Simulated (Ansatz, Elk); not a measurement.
# Bonding as seen by X-rays: SrZn3

Structure refinements treat a crystal as free atoms side by side. For a made-up structure of SrZn3 (cell and positions from a PBE relaxation) the runs below show what the calculated density changes in F(hkl).

Program: Elk 11.2.3 (patched build). Level of theory: DFT, PBE, all-electron APW+lo, Dirac cores, scalar-relativistic bands, static density, no spin. Results are calculated unless marked as measured.

The structure was built from a prototype and need not be the compound's stable phase.

## 1. The structure

Symmetry: P6_3/mmc, No. 194, hexagonal system. Conventional cell: a = 7.100 Å, b = 7.100 Å, c = 4.302 Å, α = 90.00°, β = 90.00°, γ = 120.00°. Nearest to Sr lie 12 Zn at 3.31 to 3.58 Å. Nearest to Zn lie 6 Zn at 2.67 to 2.74 Å and 4 Sr at 3.31 to 3.58 Å. Farther neighbours are not listed.

As a file:

```cif
data_structure
_symmetry_space_group_name_H-M 'P 1'
_symmetry_Int_Tables_number 1
_cell_length_a 7.0995
_cell_length_b 7.0995
_cell_length_c 4.3016
_cell_angle_alpha 90.000
_cell_angle_beta 90.000
_cell_angle_gamma 120.000
_cell_volume 187.77
loop_
_atom_site_label
_atom_site_type_symbol
_atom_site_fract_x
_atom_site_fract_y
_atom_site_fract_z
_atom_site_occupancy
Sr1 Sr 0.66667 0.33333 0.25000 1
Sr2 Sr 0.33333 0.66667 0.75000 1
Zn3 Zn 0.87155 0.12845 0.75000 1
Zn4 Zn 0.25691 0.12845 0.75000 1
Zn5 Zn 0.87155 0.74309 0.75000 1
Zn6 Zn 0.12845 0.87155 0.25000 1
Zn7 Zn 0.74309 0.87155 0.25000 1
Zn8 Zn 0.12845 0.25691 0.25000 1
```

## 2. Ground state and structure factors

An all-electron density is needed, since X-rays see the cores too. Task 0 finds the density and task 195 Fourier-transforms it; tshift is off so that phases refer to the origin typed.

Contents of elk.in:

```
tasks
  0
  195

xctype
  20

spinpol
  .false.

rgkmax
  7.0

gmaxvr
  14.0

lmaxo
  7

lmaxapw
  8

swidth
  0.002

tshift
  .false.

ramdisk
  .false.

hmaxvr
  5.5

maxscl
  120

epspot
  1e-06

sppath
  './'

avec
  13.41611638949 0.00000000000 0.00000000000
  -6.70805819474 11.61869761343 0.00000000000
  0.00000000000 0.00000000000 8.12881477675

atoms
  2
  'Sr.in'
  2
  0.6666666667 0.3333333333 0.2500000000   0.000000 0.000000 0.000000
  0.3333333333 0.6666666667 0.7500000000   0.000000 0.000000 0.000000
  'Zn.in'
  6
  0.8715469143 0.1284530857 0.7500000000   0.000000 0.000000 0.000000
  0.2569061715 0.1284530857 0.7500000000   0.000000 0.000000 0.000000
  0.8715469143 0.7430938285 0.7500000000   0.000000 0.000000 0.000000
  0.1284530857 0.8715469143 0.2500000000   0.000000 0.000000 0.000000
  0.7430938285 0.8715469143 0.2500000000   0.000000 0.000000 0.000000
  0.1284530857 0.2569061715 0.2500000000   0.000000 0.000000 0.000000

ngridk
  4 4 5
```

Command:

```bash
$ OMP_NUM_THREADS=4 elk
```

Numbers of over 12 decimals in the logs are rounded to 6 here.

The program printed:

```text
┌─────────────────────────┐
│ Elk code version 11.2.3 │
└─────────────────────────┘

All units are atomic (Hartree, Bohr, etc.)

┌─────────────────────────────────────────────────┐
│ Ground-state run starting from atomic densities │
└─────────────────────────────────────────────────┘

Lattice vectors :
   13.41611639       0.000000000       0.000000000
  -6.708058195       11.61869761       0.000000000
   0.000000000       0.000000000       8.128814777

Reciprocal lattice vectors :
  0.4683311567      0.2703911194      -0.000000000
   0.000000000      0.5407822388       0.000000000
   0.000000000      -0.000000000      0.7729522052

Unit cell volume      :    1267.101760
Brillouin zone volume :   0.1957618727

Muffin-tin inner radius fraction :   0.1000000000E-01

Nuclei treated as point charges

Species : 1 (Sr)
 parameters loaded from : Sr.in
 name : strontium
 nuclear charge    :   -38.00000000
 electronic charge :    38.00000000
 atomic mass :    159721.4892
 muffin-tin radius :    2.600000000
 number of radial points in muffin-tin :   1193
 inner part over the whole radius :   0.9909106339E-02
 number on inner part of muffin-tin    :    847
 approximate nuclear radius :   0.8067967193E-04
 number of mesh points to nuclear radius :    415
 atomic positions (lattice), magnetic fields (Cartesian) :
  1 :  -0.33333333  0.33333333  0.25000000    0.00000000  0.00000000  0.00000000
  2 :   0.33333333 -0.33333333 -0.25000000    0.00000000  0.00000000  0.00000000

Species : 2 (Zn)
 parameters loaded from : Zn.in
 name : zinc
 nuclear charge    :   -30.00000000
 electronic charge :    30.00000000
 atomic mass :    119233.3130
 muffin-tin radius :    2.400000000
 number of radial points in muffin-tin :    993
 inner part over the whole radius :   0.9843840322E-02
 number on inner part of muffin-tin    :    701
 approximate nuclear radius :   0.7484757725E-04
 number of mesh points to nuclear radius :    337
 atomic positions (lattice), magnetic fields (Cartesian) :
  1 :  -0.12845309  0.12845309 -0.25000000    0.00000000  0.00000000  0.00000000
  2 :   0.25690617  0.12845309 -0.25000000    0.00000000  0.00000000  0.00000000
  3 :  -0.12845309 -0.25690617 -0.25000000    0.00000000  0.00000000  0.00000000
  4 :   0.12845309 -0.12845309  0.25000000    0.00000000  0.00000000  0.00000000
  5 :  -0.25690617 -0.12845309  0.25000000    0.00000000  0.00000000  0.00000000
  6 :   0.12845309  0.25690617  0.25000000    0.00000000  0.00000000  0.00000000

Total number of atoms per unit cell :    8
Total muffin-tin volume :    494.6793680
 ratio of muffin-tin to unit cell volume :   0.3904022421

Spin treatment :
 spin-unpolarised

Number of Bravais lattice symmetries :   24
Number of crystal symmetries         :   24
Crystal has inversion symmetry
Real symmetric eigensolver will be used

k-point grid :      4     4     5
k-point offset :    0.000000000       0.000000000       0.000000000
k-point set is reduced with full crystal symmetry group
Total number of k-points :       12

Muffin-tin radius times maximum |G+k| :    7.000000000
 using average radius
Maximum |G+k| for APW functions       :    2.857142857
Maximum (1/2)|G+k|²                   :    4.081632653
Maximum |G| for potential and density :    14.00000000
Constant for pseudocharge density :    9
 order of it for each species :   16  16
 order of it for pair densities of each species (exact exchange by exxq0 0: 17) :   11   9
Radial integration step length :    1

G-vector grid sizes :     60    60    40
Number of G-vectors :    58567

Maximum angular momentum used for
 APW functions            :    8
 outer part of muffin-tin :    7
 inner part of muffin-tin :    2

Total nuclear charge    :   -256.0000000
Total core charge       :    128.0000000
Total valence charge    :    128.0000000
Total excess charge     :    0.000000000
Total electronic charge :    256.0000000

Effective Wigner radius, rₛ :    1.057209296

Number of empty states         :     32
Total number of valence states :     97
[...]
Hartree                     :      5363.4386325727
 Madelung                    :     -20692.631296728
 xc potential                :     -819.84708668853
 exchange                    :     -626.75160215494
 correlation                 :     -12.448498061410
 electron entropic           :    -0.19771585882299E-02
 total energy                :     -17137.427810929

Density of states at Fermi energy :    150.0420118
 (states/Hartree/unit cell)

Estimated indirect band gap :   0.1734755147E-02
 from k-point 3 to k-point 10
Estimated direct band gap   :   0.4859094618E-02
 at k-point 11

Charges :
 core                        :    128.0000000
 valence                     :    128.0000000
 interstitial                :    11.16333190
 muffin-tins (core leakage)
  species : 1 (Sr)
[...]
species : 2 (Zn)
[...]
total in muffin-tins        :    244.8366681
 total calculated charge     :    255.9992472
 total charge                :    256.0000000
 error                       :   0.7528313047E-03

RMS change in Kohn-Sham potential (target) :   0.1810148880     (  0.1000000000E-05)
Absolute change in total energy (target)   :   0.3400277465     (  0.1000000000E-03)

[... loops 3 to 14 left out ...]

┌──────────────────┐
│ Loop number : 15 │
└──────────────────┘

Energies :
 Fermi                       :     0.169046
 sum of occupied eigenvalues :     -9930.2997618202
 electron kinetic            :      17524.698398592
 core electron kinetic       :      16150.779694730
 Coulomb                     :     -34020.723483648
 Coulomb potential           :     -26622.001646771
 nuclear-nuclear             :     -2061.3248208192
 electron-nuclear            :     -37345.938796714
 Hartree                     :      5386.5401338856
 Madelung                    :     -20709.722660262
 xc potential                :     -832.99651364081
 exchange                    :     -627.90891137024
 correlation                 :     -12.457828516325
 electron entropic           :    -0.17982061819122E-02
 total energy                :     -17136.393623149

Density of states at Fermi energy :    134.2984982
 (states/Hartree/unit cell)

Estimated indirect band gap :   0.3091566270E-02
 from k-point 11 to k-point 11
Estimated direct band gap   :   0.3091566270E-02
 at k-point 11

Charges :
 core                        :    128.0000000
 valence                     :    128.0000000
 interstitial                :    10.64538188
 muffin-tins (core leakage)
  species : 1 (Sr)
[...]
species : 2 (Zn)
[...]
total in muffin-tins        :    245.3546181
 total calculated charge     :    255.9992647
 total charge                :    256.0000000
 error                       :   0.7353152183E-03

RMS change in Kohn-Sham potential (target) :   0.5259259895E-07 (  0.1000000000E-05)
Absolute change in total energy (target)   :   0.8444721607E-04 (  0.1000000000E-03)

Convergence targets achieved

┌──────────────────┐
│ Loop number : 16 │
└──────────────────┘

Energies :
 Fermi                       :     0.169046
 sum of occupied eigenvalues :     -9930.2997561968
 electron kinetic            :      17524.698404092
 core electron kinetic       :      16150.779696931
 Coulomb                     :     -34020.723485687
 Coulomb potential           :     -26622.001649381
 nuclear-nuclear             :     -2061.3248208192
 electron-nuclear            :     -37345.938797965
 Hartree                     :      5386.5401330969
 Madelung                    :     -20709.722660997
 xc potential                :     -832.99651090710
 exchange                    :     -627.90891140390
 correlation                 :     -12.457828510818
 electron entropic           :    -0.17982060141150E-02
 total energy                :     -17136.393619717

Density of states at Fermi energy :    134.2984818
 (states/Hartree/unit cell)

Estimated indirect band gap :   0.3091572467E-02
 from k-point 11 to k-point 11
Estimated direct band gap   :   0.3091572467E-02
 at k-point 11

Charges :
 core                        :    128.0000000
 valence                     :    128.0000000
 interstitial                :    10.64538177
 muffin-tins (core leakage)
  species : 1 (Sr)
[...]
species : 2 (Zn)
[...]
atom 4                    :    28.90953600     (  0.8029931449E-04)
   atom 5                    :    28.90953600     (  0.8029931449E-04)
   atom 6                    :    28.90953600     (  0.8029931449E-04)
 total in muffin-tins        :    245.3546182
 total calculated charge     :    255.9992647
 total charge                :    256.0000000
 error                       :   0.7353151751E-03

┌──────────────────────────────┐
│ Self-consistent loop stopped │
└──────────────────────────────┘

Wrote STATE.OUT
```

Wall time 58 s (4 threads of Arm Neoverse V2, shared host); peak memory 0.36 GiB.

SFACRHO.OUT:

```text

h k l indices transformed by vhmat matrix:
   1.000000000       0.000000000       0.000000000    
   0.000000000       1.000000000       0.000000000    
   0.000000000       0.000000000       1.000000000    

      h      k      l  multipl.   |H|            Re(F)            Im(F)           |F|

      0      0      0      1   0.0000000       256.00000     -0.84507125E-16   256.00000    
      1     -1      0      6  0.54078224       41.027243     -0.19782641E-13   41.027243    
      0      0     -1      2  0.77295221      0.13241483E-13 -0.87922847E-14  0.15894689E-13
     -1      2      0      6  0.93666231       38.568599     -0.11869584E-12   38.568599    
      1     -1     -1      6  0.94334540       32.931242      0.43961423E-13   32.931242    
      0      1      1      6  0.94334540      -32.931243     -0.64980479E-13   32.931243    
      0      2      0      6   1.0815645      -87.108263     -0.60446957E-14   87.108263    
     -1      2     -1     12   1.2144099     -0.53949197E-07  0.72536349E-13  0.53949197E-07
      0      2     -1      6   1.3293746      -152.49746      0.15826112E-12   152.49746    
      0      2      1      6   1.3293746       152.49746     -0.16265727E-12   152.49746    
     -2     -1      0     12   1.4307753      -73.143551      0.71437313E-14   73.143551    
      0      0      2      2   1.5459044      -194.40156      0.20606470E-15   194.40156    
     -3      3      0      6   1.6223467      -5.5035231     -0.76932491E-13   5.5035231    
      2     -3      1     12   1.6262144       14.865552      0.79130562E-13   14.865552    
      1      2     -1     12   1.6262144      -14.865552      0.43961423E-13   14.865552    
      1     -1      2      6   1.6377625      -31.899294      0.19782641E-13   31.899294    
     -1      1      2      6   1.6377625      -31.899294     -0.26376854E-13   31.899294    
     -3      3     -1      6   1.7970709       99.666153     -0.39565281E-13   99.666153
```

Elk indexes on the primitive cell of elk.in and gives |H| = 4π sin θ/λ in inverse bohr. Below, one row stands for each form hkl of the conventional cell (m members, Friedel mates merged), F is for one primitive cell and the density is static (no thermal factor). Free-atom factors are Waasmaier and Kirfel's, and R is Σm||F|−|F'||/Σm|F|.

| hkl | m | sin θ/λ (Å⁻¹) | abs F, DFT | neutral atoms | diff. |
| --- | --- | --- | --- | --- | --- |
| 100 | 6 | 0.081 | 41.027 | 41.148 | -0.120 |
| 001 | 2 | 0.116 | 0.000 | 0.000 | +0.000 |
| 110 | 6 | 0.141 | 38.569 | 38.505 | +0.064 |
| 101 | 12 | 0.142 | 32.931 | 32.788 | +0.143 |
| 200 | 6 | 0.163 | 87.108 | 87.163 | -0.055 |
| 111 | 12 | 0.183 | 0.000 | 0.000 | +0.000 |
| 201 | 12 | 0.200 | 152.498 | 153.217 | -0.719 |
| 210 | 12 | 0.215 | 73.144 | 73.540 | -0.396 |
| 002 | 2 | 0.233 | 194.402 | 195.889 | -1.487 |
| 300 | 6 | 0.244 | 5.503 | 6.099 | -0.596 |
| 211 | 24 | 0.244 | 14.866 | 15.514 | -0.648 |
| 102 | 12 | 0.246 | 31.899 | 32.579 | -0.680 |
| 301 | 12 | 0.270 | 99.666 | 100.614 | -0.948 |
| 112 | 12 | 0.272 | 32.324 | 32.106 | +0.218 |
| 220 | 6 | 0.282 | 106.552 | 106.999 | -0.447 |
| 202 | 12 | 0.284 | 72.211 | 72.634 | -0.423 |
| 310 | 12 | 0.293 | 20.464 | 20.424 | +0.040 |
| 221 | 12 | 0.305 | 0.000 | 0.000 | +0.000 |
| 311 | 24 | 0.315 | 76.331 | 76.595 | -0.264 |
| 212 | 24 | 0.317 | 62.468 | 62.768 | -0.299 |
| 400 | 6 | 0.325 | 64.648 | 64.952 | -0.304 |
| 302 | 12 | 0.337 | 4.094 | 4.409 | -0.315 |

## 3. The highest occupied states alone

An energy window below the Fermi level keeps the highest occupied states, to see at which angles they scatter; shallow core shells can lie inside it and anion s states outside. No new self-consistency is needed.

elk.in, as its differences from that of step 2:

```diff
@@ -1,3 +1,2 @@
 tasks
-  0
   195
@@ -40,2 +39,5 @@
 
+wsfac
+  -0.198450 0.469050
+
 sppath
```

Command:

```bash
$ OMP_NUM_THREADS=4 elk
```

The program printed:

```text
┌─────────────────────────────────┐
│ Elk code version 11.2.3 started │
└─────────────────────────────────┘

Info(readinput): the functional depends on the density's gradient
 muffin-tin radial points multiplied by    2.00000
 (not where nrmtscf is given)

┌────────────────────┐
│ Current task : 195 │
└────────────────────┘

Info(sfacrho): density structure factors written to SFACRHO.OUT

 Energy window :  -0.1984500000      0.4690500000

┌──────────────────┐
│ Elk code stopped │
└──────────────────┘
```

Run time: 25 s. Hardware: 4 threads; peak memory 0.25 GiB; 28 s of CPU time.

States within 10 eV below the Fermi level hold 76.00 electrons; any levels below the window count with the cores. Their amplitudes can exceed the total, where window and core parts have opposite phase:

| hkl | sin θ/λ (Å⁻¹) | abs F, window | abs F, all |
| --- | --- | --- | --- |
| 100 | 0.081 | 28.174 | 41.027 |
| 001 | 0.116 | 0.000 | 0.000 |
| 110 | 0.141 | 9.191 | 38.569 |
| 101 | 0.142 | 8.029 | 32.931 |
| 200 | 0.163 | 18.496 | 87.108 |
| 111 | 0.183 | 0.000 | 0.000 |
| 201 | 0.200 | 31.244 | 152.498 |
| 210 | 0.215 | 13.248 | 73.144 |
| 002 | 0.233 | 40.175 | 194.402 |
| 300 | 0.244 | 17.658 | 5.503 |

## 4. Another functional

The difference from free atoms is small, so it is set against the change that LDA (Perdew-Wang) makes.

elk.in, as its differences from that of step 3:

```diff
@@ -1,2 +1,3 @@
 tasks
+  0
   195
@@ -4,3 +5,3 @@
 xctype
-  20
+  3
 
@@ -39,5 +40,2 @@
 
-wsfac
-  -0.198450 0.469050
-
 sppath
```

Command:

```bash
$ OMP_NUM_THREADS=4 elk
```

The program printed:

```text
┌─────────────────────────┐
│ Elk code version 11.2.3 │
└─────────────────────────┘

All units are atomic (Hartree, Bohr, etc.)

┌─────────────────────────────────────────────────┐
│ Ground-state run starting from atomic densities │
└─────────────────────────────────────────────────┘

Lattice vectors :
   13.41611639       0.000000000       0.000000000
  -6.708058195       11.61869761       0.000000000
   0.000000000       0.000000000       8.128814777

Reciprocal lattice vectors :
  0.4683311567      0.2703911194      -0.000000000
[...]
valence                     :    128.0000000
 interstitial                :    10.55086303
 muffin-tins (core leakage)
  species : 1 (Sr)
[...]
species : 2 (Zn)
[...]
atom 5                    :    28.92554495     (  0.8045265515E-04)
   atom 6                    :    28.92554495     (  0.8045265515E-04)
 total in muffin-tins        :    245.4491370
 total calculated charge     :    255.9992625
 total charge                :    256.0000000
 error                       :   0.7374899299E-03

┌──────────────────────────────┐
│ Self-consistent loop stopped │
└──────────────────────────────┘

Wrote STATE.OUT
[key lines of the parts left out:]
total energy                :     -17113.016223643
```

Run time: 35 s. Hardware: 4 threads; peak memory 0.26 GiB; 93 s of CPU time.

Against the first run R = 0.05 %; the largest change is -0.084 at 320.

## 5. A coarser k-mesh

About half the k-points along each axis test the sampling.

elk.in, as its differences from that of step 4:

```diff
@@ -5,3 +5,3 @@
 xctype
-  3
+  20
 
@@ -64,2 +64,2 @@
 ngridk
-  4 4 5
+  2 2 2
```

Command:

```bash
$ OMP_NUM_THREADS=4 elk
```

The program printed:

```text
┌─────────────────────────┐
│ Elk code version 11.2.3 │
└─────────────────────────┘

All units are atomic (Hartree, Bohr, etc.)

┌─────────────────────────────────────────────────┐
│ Ground-state run starting from atomic densities │
└─────────────────────────────────────────────────┘

Lattice vectors :
   13.41611639       0.000000000       0.000000000
  -6.708058195       11.61869761       0.000000000
   0.000000000       0.000000000       8.128814777

Reciprocal lattice vectors :
  0.4683311567      0.2703911194      -0.000000000
[...]
valence                     :    128.0000000
 interstitial                :    10.70724326
 muffin-tins (core leakage)
  species : 1 (Sr)
[...]
species : 2 (Zn)
[...]
atom 5                    :    28.90142188     (  0.8015972175E-04)
   atom 6                    :    28.90142188     (  0.8015972175E-04)
 total in muffin-tins        :    245.2927567
 total calculated charge     :    255.9991881
 total charge                :    256.0000000
 error                       :   0.8118624720E-03

┌──────────────────────────────┐
│ Self-consistent loop stopped │
└──────────────────────────────┘

Wrote STATE.OUT
[key lines of the parts left out:]
total energy                :     -17136.385072286
```

Elapsed: 39 s, on 4 threads; peak memory 0.34 GiB; 71 s of CPU time.

Against the first run R = 0.01 %; the largest change is -0.112 at 002.

## 6. Settings against the effect

| run | R against the first run (%) | R against neutral atoms, low angle (%) | wall time |
| --- | --- | --- | --- |
| PBE, rgkmax 7 | 0.00 | 0.80 | 58 s |
| LDA (Perdew-Wang) | 0.05 | 0.82 | 35 s |
| k-mesh 2×2×2 | 0.01 | 0.82 | 39 s |

## 7. Outcome

- R against neutral atoms, sin θ/λ < 0.3 Å⁻¹: 0.80 %
- R against neutral atoms, 0.3 to 0.72 Å⁻¹: 0.21 %

In words: Independent neutral atoms miss the calculated amplitudes by R = 0.80 % below 0.3 Å⁻¹ and 0.21 % from there to 0.72 Å⁻¹; by shells, 0.32 % below 0.15 Å⁻¹ (3 forms), 0.86 % 0.15 to 0.3 (12 forms), 0.31 % 0.3 to 0.45 (23 forms), 0.18 % above 0.45 (96 forms). Bonding, aspherical density and the tables' own atoms all enter these figures, and the runs don't part them. The largest change of an amplitude is -1.49 electrons, at 002. The window's part falls from 76.0 electrons at the origin to at most 17.74 between 0.45 and 0.72 Å⁻¹, where compact states inside the window still scatter. Below 0.3 Å⁻¹ the changes that finished (LDA (Perdew-Wang) and k-mesh 2×2×2) move F by R = 0.03 % at most, against the 0.80 % that separates it from free atoms. The basis has no finished test. Part of the difference isn't bonding: the tables are fits to free atoms and ions calculated by other methods than this functional. Thermal motion, anomalous dispersion and extinction are left out.

[Logs are printed without paths, hosts, clocks, repeated set-up lines and the standing remarks that a program may print on its own settings, such as how far it seeks lower states.]

[Hosts, paths, dates, database ids (printed as entryN), source tags and the programs' standing remarks are cut or masked in the printed files.]
